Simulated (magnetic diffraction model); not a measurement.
**Li3Ni4SbS8 below its ordering temperature**

Space group C2/m (no. 12), a = 12.4770 Å, b = 7.5220 Å, c = 7.3860 Å, β = 126.09°.

| site | atom | x | y | z |
| --- | --- | --- | --- | --- |
| 2b | Sb | 0 | 1/2 | 0 |
| 2d | Ni | 1/2 | 0 | 1/2 |
| 4f | Ni | 3/4 | 1/4 | 1/2 |
| 2a | Ni | 0 | 0 | 0 |
| 4i | S | 0.7523 | 0 | 0.7334 |
| 8j | S | 0.4992 | 0.7584 | 0.2316 |
| 4i | S | 0.7595 | 1/2 | 0.7478 |
| 2c | Li | 0 | 0 | 1/2 |
| 4e | Li | 3/4 | 3/4 | 0 |

The compound is invented for this exercise: a known structure type with other elements, its cell scaled to their sizes and not relaxed.

Only Ni is taken to order (form factors of Ni2+); orders and moment sizes are assumed, and not adapted to the symmetry. Radiation: neutrons of λ = 2.0775 Å, 3° to 50°; isotropic B of 0.3 Å² (Sb), 0.29 Å² (Ni), 0.35 Å² (S) and 0.53 Å² (Li). Simulated constant-wavelength pattern: nuclear and magnetic terms add, the magnetic one as |2.695 fm × Σ f S⊥ exp(2πi Q·r) exp(−B s²)|², summed over all Q at one angle with the factor 1/(sin²θ cos θ). For collinear order S is the moment m, which repeats by lattice and centring translations R with the sign exp(−2πi k·R). Free-ion form factors, Sears's scattering lengths of 1992, no absorption; a label names one of the reflections at its angle. The strongest nuclear line in the range is 100, and lines under 0.2 are left out.

Above the ordering temperature:

```tsv
2θ (°)	index	I
19.84	(1 1 0)	8.6
20.05	(0 0 1)	16.1
20.11	(2 0 -1)	72.2
22.73	(1 1 -1)	27.0
23.78	(2 0 0)	2.5
32.07	(0 2 0)	1.4
32.67	(2 0 -2)	1.3
33.09	(1 1 1)	13.2
33.18	(3 1 -1)	13.0
38.11	(0 2 1)	31.8
38.15	(2 2 -1)	9.8
38.48	(1 1 -2)	2.0
38.56	(3 1 -2)	1.5
39.57	(3 1 0)	1.8
39.65	(2 0 1)	18.1
39.76	(4 0 -1)	5.4
40.31	(2 2 0)	11.0
40.74	(0 0 2)	5.6
40.89	(4 0 -2)	5.7
46.43	(2 2 -2)	100.0
48.67	(4 0 0)	46.6
```

Below it (cell unchanged):

| 2θ (°) | I |
| --- | --- |
| 11.83 | 28.4 |
| 19.84 | 8.6 |
| 20.05 | 16.1 |
| 20.11 | 72.2 |
| 22.73 | 27.0 |
| 23.78 | 2.5 |
| 25.67 | 3.2 |
| 25.73 | 3.2 |
| 28.84 | 1.4 |
| 28.94 | 1.4 |
| 32.07 | 1.4 |
| 32.67 | 1.3 |
| 33.09 | 13.2 |
| 33.18 | 13.0 |
| 34.29 | 5.4 |
| 34.82 | 0.3 |
| 34.90 | 0.3 |
| 36.01 | 2.4 |
| 36.11 | 1.9 |
| 38.11 | 31.8 |
| 38.15 | 9.8 |
| 38.48 | 2.0 |
| 38.56 | 1.5 |
| 39.57 | 1.8 |
| 39.65 | 18.1 |
| 39.76 | 5.4 |
| 40.31 | 11.0 |
| 40.74 | 5.6 |
| 40.89 | 5.7 |
| 42.96 | 1.3 |
| 43.06 | 1.3 |
| 43.66 | 1.2 |
| 43.73 | 1.2 |
| 46.43 | 100.0 |
| 48.06 | 1.1 |
| 48.12 | 1.1 |
(The table stops after 36 lines; 4 more lie at higher angle.)

**Question.** Find the propagation vector, then choose among these models:
A. collinear moments along [001], 1.72 μB on Ni; signs + at (1/2, 0, 1/2), − at (3/4, 1/4, 1/2), + at (3/4, 3/4, 1/2), − at (0, 0, 0)
B. collinear moments along [100], 1.72 μB on Ni; signs + at (1/2, 0, 1/2), + at (3/4, 1/4, 1/2), + at (3/4, 3/4, 1/2), − at (0, 0, 0)
C. collinear moments along [001], 1.72 μB on Ni; signs + at (1/2, 0, 1/2), + at (3/4, 1/4, 1/2), + at (3/4, 3/4, 1/2), − at (0, 0, 0)
D. collinear moments along [100], 1.72 μB on Ni; signs + at (1/2, 0, 1/2), − at (3/4, 1/4, 1/2), + at (3/4, 3/4, 1/2), − at (0, 0, 0)

The new lines index as (1 0 0) at 11.83°, (0 1 1) at 25.67°, (2 1 -1) at 25.73° and (1 0 1) at 28.84°, that is as H ± k with k = (0 1 0). The indices are whole but break the lattice centring, so the moments reverse under a centring translation, those with k·t a half-integer.

Magnetic intensity, observed (below minus above) and for each model:

| 2θ (°) | index | observed | A | B | C | D |
| --- | --- | --- | --- | --- | --- | --- |
| 11.83 | (1 0 0) | 28.4 | 14.2 | 9.8 | 28.4 | 4.9 |
| 15.88 | (0 1 0) | <0.2 | 7.7 | <0.2 | <0.2 | 7.7 |
| 16.17 | (1 0 -1) | <0.2 | <0.2 | 4.8 | <0.2 | <0.2 |
| 25.67 | (0 1 1) | 3.2 | 6.4 | 5.3 | 3.2 | 10.7 |
| 25.73 | (2 1 -1) | 3.2 | 6.4 | 2.4 | 3.2 | 4.7 |
| 28.72 | (2 1 0) | <0.2 | 4.1 | <0.2 | <0.2 | 2.3 |
| 34.29 | (1 2 0) | 5.4 | 2.7 | 4.9 | 5.4 | 2.5 |
| 34.82 | (1 0 -2) | 0.3 | <0.2 | 2.4 | 0.3 | 1.2 |

Model C matches.

The absence at (0 1 0) is telling: the sublattices cancel there.

The structure used: k = (0 1 0), collinear moments along [001], 1.72 μB on Ni; signs + at (1/2, 0, 1/2), + at (3/4, 1/4, 1/2), + at (3/4, 3/4, 1/2), − at (0, 0, 0).

[Logs are printed without paths, hosts, clocks, repeated set-up lines and the standing remarks that a program may print on its own settings, such as how far it seeks lower states.]
